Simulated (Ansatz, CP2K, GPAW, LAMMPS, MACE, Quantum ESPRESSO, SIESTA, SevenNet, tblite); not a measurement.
# GPAW on amorphous Si0.9Ge0.1 (94 atoms): settings against a plane-wave reference

Wanted: GPAW inputs and outputs for amorphous Si0.9Ge0.1 (94 atoms), checked against a plane-wave reference.

Program: GPAW 26.7.0. Level of theory: the method is named at each step. Results are calculated unless marked as measured.

## (1) Starting point

The cell holds 94 atoms: 85 Si and 9 Ge. Its edges and angles: a = 12.402 Å, b = 12.402 Å, c = 12.402 Å, α = 90.0°, β = 90.0°, γ = 90.0°. 94 atoms (85 Si, 9 Ge) placed at random at 2.65 g/cm³, melted at 3500 K for 10 ps at fixed volume with the Tersoff potential (Tersoff, Phys. Rev. B 39, 5566 (1989)). Quenched from 3500 K to 700 K at 3 K/ps and fixed volume, held 5 ps.

The yardstick, on the same geometry:

```
method                 : Kohn-Sham DFT, PBE, PAW, plane waves (Ansatz 0.2.0); cutoff 420 eV, Γ point, fermi-dirac smearing of 0.05 eV; PAW set soft_2
r.m.s. force component : 0.7519 eV/Å
longest force          : 2.567 eV/Å
pressure               : 1.79 GPa
SCF cycles             : 11
time                   : 11 s on 8 threads of Arm Neoverse V2, shared host
CPU time               : 83 s
```

## (2) PBE, LCAO dzp, h 0.2 Å

Method: Kohn-Sham DFT, PBE, PAW, atomic orbitals (dzp).

The input, run.py:

```python
import numpy as np
from ase.io import read
from gpaw import GPAW, FermiDirac

atoms = read("structure.xyz")
atoms.calc = GPAW(
    mode="lcao",
    basis="dzp",
    h=0.2,
    xc="PBE",
    kpts={"size": (1, 1, 1), "gamma": True},
    occupations=FermiDirac(0.05),
    maxiter=200,
    symmetry={"point_group": False},
    txt="gpaw.txt",
)
energy = atoms.get_potential_energy(force_consistent=True)
forces = atoms.get_forces()
print(f"energy {energy:.6f} eV")
print("forces (eV/A)")
for i, (a, f) in enumerate(zip(atoms, forces)):
    print(f"{i:4d} {a.symbol:2s} {f[0]:10.5f} {f[1]:10.5f} {f[2]:10.5f}")
print(f"Fermi level {atoms.calc.get_fermi_level():.4f} eV")
for k in range(len(atoms.calc.get_ibz_k_points())):
    for s in range(atoms.calc.get_number_of_spins()):
        e = atoms.calc.get_eigenvalues(kpt=k, spin=s)
        n = np.searchsorted(e, atoms.calc.get_fermi_level())
        print(f"k {k} spin {s} levels about the Fermi level:", np.round(e[max(n - 6, 0):n], 4).tolist(), "|", np.round(e[n:n + 6], 4).tolist())
```

The input, structure.xyz:

```xyz
94
Lattice="12.40220 0.00000 0.00000 0.00000 12.40220 0.00000 0.00000 0.00000 12.40220" Properties=species:S:1:pos:R:3 pbc="T T T"
Si 4.42759 6.89203 2.36907
Si 12.19248 10.92175 10.40941
Si 7.27587 9.67967 10.81472
Si 0.09240 9.75061 4.98296
Si 3.77362 9.71551 4.45140
Si 2.89914 5.09408 12.01476
Si 1.51307 9.17118 1.68732
Si 9.82329 5.74135 6.88496
Si 2.86850 2.71187 6.62885
Si 2.54791 7.90938 3.51875
Si 0.45628 2.09758 2.36187
Si 3.23908 12.27136 11.03883
Si 0.86791 0.47240 11.34739
Si 11.04056 3.88164 11.50664
Si 2.70331 4.53796 8.42246
Si 5.10859 9.54721 9.59112
Si 11.81297 4.38182 4.74979
Si 6.92130 8.93901 7.32437
Si 0.48505 0.15155 1.14088
Si 4.96534 2.32157 8.12357
Si 0.69130 11.38472 6.54687
Si 8.27202 1.08383 11.48332
Si 5.94623 10.10866 4.39757
Si 7.09592 11.05731 2.45055
Si 8.43945 8.61928 8.99060
Si 0.89780 6.34497 12.16718
Si 11.28476 6.28209 10.84882
Si 7.79342 4.63941 9.75086
Si 2.43802 3.48142 10.41475
Si 10.09551 7.80495 12.03472
Si 6.25232 6.42062 3.80872
Si 9.19263 2.87012 10.30846
Si 8.50431 2.94602 4.55657
Si 11.68300 9.32869 2.67639
Si 2.07923 11.37579 2.14335
Si 1.04141 6.03454 7.59498
Si 6.91423 8.17392 5.13079
Si 8.03638 7.00352 0.60833
Si 3.15301 8.58195 6.58978
Si 5.60245 4.74657 5.23782
Si 1.32145 5.73800 3.92244
Si 1.20239 9.18110 9.74639
Si 5.39669 0.25474 1.69178
Si 4.69609 6.15273 11.02667
Si 8.60254 3.65629 6.73539
Si 9.67024 0.92434 4.55235
Si 8.76377 11.51333 10.51248
Si 8.65946 6.45076 2.91477
Si 2.17287 10.25315 7.87031
Si 3.96474 0.90139 5.41418
Si 6.34645 4.36185 7.64732
Si 1.26825 7.57340 5.67413
Si 6.72187 3.63769 1.19173
Si 9.79947 4.40055 3.36918
Si 6.13810 1.73569 12.20277
Si 5.00615 8.84264 1.15229
[... 34 atom lines left out ...]
Ge 4.32800 2.01809 10.40470
Ge 11.02977 3.44198 1.58823
Ge 10.35522 9.36614 5.87133
Ge 7.13040 9.25613 0.69589
```

Run with:

```bash
> OMP_NUM_THREADS=1 python run.py > output.txt
```

Output:

```text
energy -461.752787 eV
forces (eV/A)
   0 Si   -0.22870   -0.86757    0.25090
   1 Si    0.02277    0.26288    0.32857
   2 Si   -0.35557    0.68464   -2.02177
   3 Si    0.35656   -1.24222   -0.62510
   4 Si   -2.25614    0.22619    1.18562
   5 Si   -0.12427   -0.44905   -0.07435
   6 Si   -0.96517   -0.06994    1.34940
   7 Si   -0.36864    0.01463   -0.20141
   8 Si    0.94173    0.64545    1.40393
   9 Si    0.64397    0.08021   -1.40462
  10 Si    0.34422    0.24493    0.92254
  11 Si   -0.27716    0.18659   -0.13562
  12 Si    0.34639   -0.23786   -1.61516
  13 Si   -0.41512    0.38024   -0.36489
  14 Si    0.39942    0.64828   -1.25695
  15 Si   -0.23464    0.51190    2.11873
  16 Si   -0.04217    0.09844   -0.37841
  17 Si    0.45484    0.44446   -1.02799
  18 Si   -0.69881    0.49819    0.21234
  19 Si    0.46309    0.69306   -0.52699
  20 Si    0.05322    1.28947    0.01425
  21 Si    0.00655    1.10983    0.63723
  22 Si    1.98158    0.94228   -0.76214
  23 Si   -0.88882   -0.21099   -0.36743
[...]
86 Ge   -0.30128    0.36523    0.08749
  87 Ge   -0.54415   -0.75965   -0.43284
  88 Ge    0.67460   -0.84293   -0.28058
  89 Ge   -1.05775    0.35307   -0.31554
  90 Ge    0.29480   -0.41558    0.86977
  91 Ge    0.99821    0.20284   -1.01028
  92 Ge   -0.52678   -0.29980   -0.27203
  93 Ge    2.05828    0.51581    0.88042
Fermi level 5.4512 eV
k 0 spin 0 levels about the Fermi level: [4.9231, 5.0692, 5.1779, 5.2964, 5.3813, 5.4098] | [5.4631, 5.5605, 5.6961, 5.8363, 5.9718, 6.1393]
```

gpaw.txt:

```text
Input parameters:
  mode=LCAO(),
  basis={'default': 'dzp'},
  h=0.2,
  kpts=MonkhorstPack(size=(1, 1, 1), gamma=True),
  maxiter=200,
  occupations=Occupations(name='fermi-dirac', width=0.05, fixmagmom=False),
  symmetry=Symmetry(point_group=False),
  xc=XC(name='PBE')
Unit cell  # Å
| periodic |         x |         y |         z |   lengths |    angles |
|----------|-----------|-----------|-----------|-----------|-----------|
|      yes | 12.402200 |  0.000000 |  0.000000 | 12.402200 | 90.000000 |
|      yes |  0.000000 | 12.402200 |  0.000000 | 12.402200 | 90.000000 |
|      yes |  0.000000 |  0.000000 | 12.402200 | 12.402200 | 90.000000 |
Number of symmetries: 1
Symmetry operations  # r_c * U_cc + t_c -> r_c
|   | kind |            matrix            |
|---|------|------------------------------|
| 0 |  E   |  1, 0, 0,  0, 1, 0,  0, 0, 1 |
BZ-sampling:
  Number of BZ points: 1
  Number of IBZ points: 1
  Monkhorst-Pack size: [1, 1, 1]
  Monkhorst-Pack shift: [0, 0, 0]
[... lines left out ...]
  Fermi-Dirac:
[... lines left out ...]
xc functional:
  name: PBE with 2 nearest neighbor stencil
interpolation: tri-quintic # 5. degree polynomial
Initialization done in: 10.826 s
convergence criteria:
- Maximum [total energy] change in last 3 cyles: 0.0005 eV / valence electron
- Maximum integral of absolute [dens]ity change: 0.0001 electrons / valence electron
- Maximum integral of absolute [eigenst]ate change: 4e-08 eV^2 / valence electron
maximum number of iterations: 200
SCF iterations
|iter     |      energy | eigst |  dens |
|---------|-------------|-------|-------|
|iter:   1| -463.139125 |      c|       |
|iter:   2| -462.622181 |      c| -0.92 |
|iter:   3| -483.351862 |      c| -0.95 |
|iter:   4| -493.870285 |      c| -1.05 |
|iter:   5| -464.388411 |      c| -0.94 |
|iter:   6| -462.251602 |      c| -1.48 |
|iter:   7| -461.858612 |      c| -1.70 |
|iter:   8| -461.723463 |      c| -1.93 |
|iter:   9| -461.740722c|      c| -2.15 |
|iter:  10| -461.655791c|      c| -2.18 |
|iter:  11| -461.657209c|      c| -2.45 |
[...]
|iter:  15| -461.633714c|      c| -3.48 |
|iter:  16| -461.633748c|      c| -3.68 |
|iter:  17| -461.633645c|      c| -4.01c|
Converged in 17 steps
SCF loop duration: 310.443 s (18.261 s/step)
Energy contributions relative to reference atoms: (reference = -1184218.001942)
Energy contributions:
  Kinetic:         703.488982
  Coulomb:        -601.111468
  Zero:             -1.141084
  External:          0.000000
  Xc:             -562.750934
  Entropy:          -0.238283
  Spinorbit:         0.000000
  ----------------------------
  Free energy:    -461.752787
  Extrapolated:   -461.633645
dipole moment: (-18.016184, -35.318086, 96.382497)  # |e|*Ang
Fermi level: 5.451
Eigenvalues  # (at kpt = [0.000, 0.000, 0.000])
| band index |      eig [eV] | occ [0-2] |
|------------|---------------|-----------|
|          0 |        -7.006 |     2.000 |
|        ... |               |           |
|        180 |         4.765 |     2.000 |
|        181 |         4.804 |     2.000 |
[...]
|        195 |         6.310 |     0.000 |
|        ... |               |           |
|        229 |         7.875 |     0.000 |
Gap: 0.053 eV
Transition (v -> c):
  (s=0, k=0, n=187, [0.00, 0.00, 0.00]) -> (s=0, k=0, n=188, [0.00, 0.00, 0.00])
No difference between direct/indirect transitions
Force computation time: 43.283  # s
timing:  # [seconds]
  Total:  364.588  # ━━━━━━━━━━━━━━━━━━━━━━━━━━━━━━━━━━━━━━━━━━━━━━━━━━━━━━━━
  Init:    10.825  # ━╸
  SCF:    310.443  # ━━━━━━━━━━━━━━━━━━━━━━━━━━━━━━━━━━━━━━━━━━━━━━━╸
  Forces:  43.283  # ━━━━━━╸
```

Elapsed: 6.1 min, on 1 thread of Arm Neoverse V2, shared host; peak memory 2.2 GiB.

Banners, paths, timers and routine set-up lines are dropped from the logs unmarked, and long logs keep their key lines alone; longer cuts are marked.

Against the reference:

```
r.m.s. force component                  : 0.792 eV/Å
r.m.s. difference of force components   : 54.14 meV/Å
longest difference of force vectors     : 273.3 meV/Å
force difference over r.m.s. force      : 7.201 %
slope of forces against the reference's : 1.052
correlation of force components         : 0.9989
```

Length of the force difference by element (eV/Å):

| element | atoms | mean | most |
| --- | --- | --- | --- |
| Ge | 9 | 0.11 | 0.27 |
| Si | 85 | 0.080 | 0.24 |

A closer look about Si79, which bears the longest force: 11 atoms, nearest first, numbered in the order of the input, with positions taken from that point.

| atom | x | y | z | distance (Å) | bonds | Fx | Fy | Fz (eV/Å) |
| --- | --- | --- | --- | --- | --- | --- | --- | --- |
| Si79 | 0.00 | 0.00 | 0.00 | 0.00 | 4 | -1.51 | -2.22 | 0.20 |
| Si18 | 1.94 | 0.87 | -0.59 | 2.21 | 4 | 0.45 | 0.44 | -1.03 |
| Si16 | 0.13 | 1.48 | 1.68 | 2.24 | 4 | -0.23 | 0.51 | 2.12 |
| Si39 | -1.83 | 0.52 | -1.32 | 2.31 | 4 | 0.79 | 1.01 | -0.85 |
| Si71 | -0.20 | -2.30 | 0.77 | 2.43 | 4 | -0.09 | 0.62 | -0.16 |
| Si37 | 1.94 | 0.11 | -2.78 | 3.39 | 4 | 0.87 | -0.27 | 0.07 |
| Si49 | -2.81 | 2.19 | -0.04 | 3.56 | 4 | 0.99 | -0.39 | 0.49 |
| Si44 | -0.28 | -1.91 | 3.11 | 3.67 | 4 | 0.49 | -0.15 | -0.24 |
| Si25 | 3.46 | 0.55 | 1.08 | 3.67 | 4 | 0.37 | -1.04 | 1.37 |
| Si76 | -0.83 | 0.31 | 3.57 | 3.68 | 4 | -0.80 | 0.14 | -0.71 |
| Si85 | -1.07 | 3.40 | 0.97 | 3.69 | 4 | 0.18 | -0.17 | 0.10 |

Atoms are counted from 1 here, from 0 in the log.

Forces lie 7.2 % from the reference's, at 4.4 times its CPU time (on 1 against 8 cores).

## (3) PBE, LCAO dzp, h 0.2 Å, other mixer settings

Method: Kohn-Sham DFT, PBE, PAW, atomic orbitals (dzp).

run.py, as its differences from that of step 2:

```diff
@@ -2,3 +2,4 @@
 from ase.io import read
-from gpaw import GPAW, FermiDirac
+from gpaw import GPAW, FermiDirac, Mixer
+from ase.parallel import parprint as print
 
@@ -12,2 +13,3 @@
     occupations=FermiDirac(0.05),
+    mixer=Mixer(0.03, 7, 100),
     maxiter=200,
```

structure.xyz is that of step 2.

Run with:

```bash
> OMP_NUM_THREADS=1 mpirun -np 2 gpaw python run.py > output.txt
```

Output:

```text
energy -461.752780 eV
forces (eV/A)
   0 Si   -0.22709   -0.86618    0.25136
   1 Si    0.02440    0.26272    0.33038
   2 Si   -0.35601    0.68449   -2.02267
   3 Si    0.35536   -1.24116   -0.62659
   4 Si   -2.25446    0.22651    1.18341
   5 Si   -0.12362   -0.44733   -0.07546
[...]
91 Ge    0.99530    0.20409   -1.01265
  92 Ge   -0.52981   -0.30106   -0.27352
  93 Ge    2.05805    0.51444    0.88141
Fermi level 5.4514 eV
k 0 spin 0 levels about the Fermi level: [4.9234, 5.0693, 5.178, 5.2965, 5.3813, 5.4098] | [5.4634, 5.5607, 5.6962, 5.8363, 5.9719, 6.1394]
```

gpaw.txt:

```text
Input parameters:
  mode=LCAO(),
  basis={'default': 'dzp'},
  h=0.2,
  kpts=MonkhorstPack(size=(1, 1, 1), gamma=True),
  maxiter=200,
[... lines left out ...]
  occupations=Occupations(name='fermi-dirac', width=0.05, fixmagmom=False),
[... lines left out ...]
  Fermi-Dirac:
[... lines left out ...]
convergence criteria:
- Maximum [total energy] change in last 3 cyles: 0.0005 eV / valence electron
[... lines left out ...]
Converged in 26 steps
[... lines left out ...]
  Free energy:    -461.752780
[... lines left out ...]
Fermi level: 5.451
[... lines left out ...]
|        ... |               |           |
|        180 |         4.765 |     2.000 |
|        181 |         4.804 |     2.000 |
[...]
|        195 |         6.310 |     0.000 |
|        ... |               |           |
|        229 |         7.875 |     0.000 |
Gap: 0.054 eV
Transition (v -> c):
  (s=0, k=0, n=187, [0.00, 0.00, 0.00]) -> (s=0, k=0, n=188, [0.00, 0.00, 0.00])
No difference between direct/indirect transitions
Force computation time: 22.075  # s
```

The job ended after 4.7 min (2 MPI ranks; peak memory 2.3 GiB).

Numbers from this run, and their distance from the reference:

| Item | Value |
| --- | --- |
| r.m.s. force component | 0.7921 eV/Å |
| r.m.s. difference of force components | 54.21 meV/Å |
| longest difference of force vectors | 273.1 meV/Å |
| force difference over r.m.s. force | 7.209 % |
| slope of forces against the reference's | 1.052 |
| correlation of force components | 0.9989 |
| energy less the same-level run's | 0.0001 meV/atom |
| r.m.s. force difference from the same-level run | 1.508 meV/Å |

Against the first run (7.2 %), the force difference from the reference is 7.2 %, at 1.5 times the CPU time (on 2 against 1 cores) (26 SCF steps against 17): another solver or mixer reaches the same state.

## (4) PBE, LCAO szp(dzp), h 0.2 Å

Method: Kohn-Sham DFT, PBE, PAW, atomic orbitals (szp(dzp)).

run.py, as its differences from that of step 3:

```diff
@@ -2,4 +2,3 @@
 from ase.io import read
-from gpaw import GPAW, FermiDirac, Mixer
-from ase.parallel import parprint as print
+from gpaw import GPAW, FermiDirac
 
@@ -8,3 +7,3 @@
     mode="lcao",
-    basis="dzp",
+    basis="szp(dzp)",
     h=0.2,
@@ -13,3 +12,2 @@
     occupations=FermiDirac(0.05),
-    mixer=Mixer(0.03, 7, 100),
     maxiter=200,
```

structure.xyz is that of step 3.

Run with:

```bash
> OMP_NUM_THREADS=1 python run.py > output.txt
```

Output:

```text
energy -445.249543 eV
forces (eV/A)
   0 Si   -0.34444   -0.98900    0.12399
   1 Si   -0.01002    0.29374    0.36255
   2 Si   -0.52524    0.66091   -2.09442
   3 Si    0.52373   -1.24816   -0.74186
   4 Si   -2.37308    0.27783    1.19388
   5 Si   -0.19394   -0.43292    0.04289
   6 Si   -1.01693   -0.14786    1.36159
   7 Si   -0.37946    0.24305   -0.30155
   8 Si    0.92807    0.73570    1.58994
   9 Si    0.64356    0.12761   -1.50622
  10 Si    0.48888    0.34598    0.95212
  11 Si   -0.30895    0.04873   -0.02263
  12 Si    0.35857   -0.16132   -1.80521
  13 Si   -0.50654    0.54035   -0.23803
  14 Si    0.37765    0.62951   -1.37338
  15 Si   -0.24340    0.61384    2.26917
  16 Si   -0.04781    0.17691   -0.42385
  17 Si    0.64123    0.45214   -1.12351
  18 Si   -0.74647    0.49326    0.14496
  19 Si    0.55914    0.83904   -0.60061
  20 Si   -0.08015    1.42372   -0.08008
  21 Si    0.03388    1.02845    0.78334
  22 Si    2.00382    1.06275   -0.92364
  23 Si   -0.86226   -0.33489   -0.37792
[...]
86 Ge   -0.48980    0.22714    0.03603
  87 Ge   -0.51834   -0.69901   -0.36344
  88 Ge    0.73059   -0.99607   -0.23473
  89 Ge   -1.05685    0.30183   -0.27870
  90 Ge    0.43824   -0.35619    0.98920
  91 Ge    0.94539    0.14995   -1.07254
  92 Ge   -0.57219   -0.31671   -0.27998
  93 Ge    2.38354    0.63535    1.07415
Fermi level 5.2752 eV
k 0 spin 0 levels about the Fermi level: [4.7231, 4.8738, 4.9789, 5.1147, 5.2034, 5.2381] | [5.2867, 5.3819, 5.5204, 5.6827, 5.87, 6.0546]
```

gpaw.txt:

```text
Input parameters:
  mode=LCAO(),
  basis={'default': 'szp(dzp)'},
  h=0.2,
  kpts=MonkhorstPack(size=(1, 1, 1), gamma=True),
  maxiter=200,
  occupations=Occupations(name='fermi-dirac', width=0.05, fixmagmom=False),
  symmetry=Symmetry(point_group=False),
  xc=XC(name='PBE')
Unit cell  # Å
| periodic |         x |         y |         z |   lengths |    angles |
[... lines left out ...]
  Fermi-Dirac:
[... lines left out ...]
convergence criteria:
- Maximum [total energy] change in last 3 cyles: 0.0005 eV / valence electron
[... lines left out ...]
Converged in 17 steps
[... lines left out ...]
  Free energy:    -445.249543
  Extrapolated:   -445.130830
dipole moment: (-18.623091, -33.646290, 97.155948)  # |e|*Ang
Fermi level: 5.275
Eigenvalues  # (at kpt = [0.000, 0.000, 0.000])
| band index |      eig [eV] | occ [0-2] |
|------------|---------------|-----------|
|          0 |        -7.228 |     2.000 |
|        ... |               |           |
|        180 |         4.558 |     2.000 |
|        181 |         4.596 |     2.000 |
[...]
|        195 |         6.234 |     0.000 |
|        ... |               |           |
|        229 |         7.898 |     0.000 |
Gap: 0.049 eV
Transition (v -> c):
  (s=0, k=0, n=187, [0.00, 0.00, 0.00]) -> (s=0, k=0, n=188, [0.00, 0.00, 0.00])
No difference between direct/indirect transitions
Force computation time: 30.502  # s
timing:  # [seconds]
  Total:  280.254  # ━━━━━━━━━━━━━━━━━━━━━━━━━━━━━━━━━━━━━━━━━━━━━━━━━━━━━━━━
  Init:    10.081  # ━━
  SCF:    239.642  # ━━━━━━━━━━━━━━━━━━━━━━━━━━━━━━━━━━━━━━━━━━━━━━━━
  Forces:  30.502  # ━━━━━━
```

The job ended after 4.7 min (1 thread; peak memory 2.1 GiB).

Compared with the plane-wave run:

* r.m.s. force component: 0.8468 eV/Å
* r.m.s. difference of force components: 148.7 meV/Å
* longest difference of force vectors: 669.6 meV/Å
* force difference over r.m.s. force: 19.77 %
* slope of forces against the reference's: 1.115
* correlation of force components: 0.9897

This is a coarse setting, run to see what it loses.

Against the first run (7.2 %), the force difference from the reference is 20 %, at 0.77 times the CPU time, with 846 basis functions against 1222: the smaller basis costs accuracy.

[end of part 1 of 2]

[Also dropped from logs without a mark: logging warnings of Python, and SIESTA's first energy breakdown and zero terms.]

[Logs are printed without paths, hosts, clocks, repeated set-up lines and the standing remarks that a program may print on its own settings, such as how far it seeks lower states.]

[Hosts, paths, dates, database ids (printed as entryN), source tags and the programs' standing remarks are cut or masked in the printed files.]
